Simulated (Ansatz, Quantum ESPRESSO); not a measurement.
# O on top sites of RuAl(110): the work function of the upper face at a withheld member of a series

Method. Quantum ESPRESSO 7.5, PBE, GBRV ultrasoft. Slabs of 3 layers, covered on the upper face; adsorbates and the top layer relax in a periodic cell, the rest is held (the clean slab relaxes both outer layers); a run under open boundaries (ESM, bc1) gives both vacuum levels. Cells of one to 6 surface sites carry the coverages, on meshes of like density; cold smearing of 0.02 Ry. The slabs take the lattice constants of the bulk relaxed by the same program. The series steps the coverage.

| coverage | work function of the upper face (eV) |
| --- | --- |
| 0 ML | 4.717 |
| 0.1667 ML | 5.155 |
| 0.25 ML | 5.341 |
| 0.3333 ML | 5.537 |
| 0.5 ML | 5.859 |
| 0.6667 ML | 6.127 |
| 0.75 ML | 6.308 |

**Question.** What is the work function of the upper face at 1 ML?

**Worked estimate.** The rows at 0.6667 ML and 0.75 ML give a slope of (6.308 − (6.127))/(0.75 − (0.6667)) = 2.173, so a straight line gives 6.851 eV. A parabola through these and the row at 0.5 ML gives 7.040 eV.

What the calculation gave: 6.724 eV. The line misses by +0.127 and the parabola by +0.316 eV. The line does better here.

Caveats: Thin slabs, one site and one ordered pattern a coverage; no reconstruction or subsurface sites; meshes differ a little between cells.
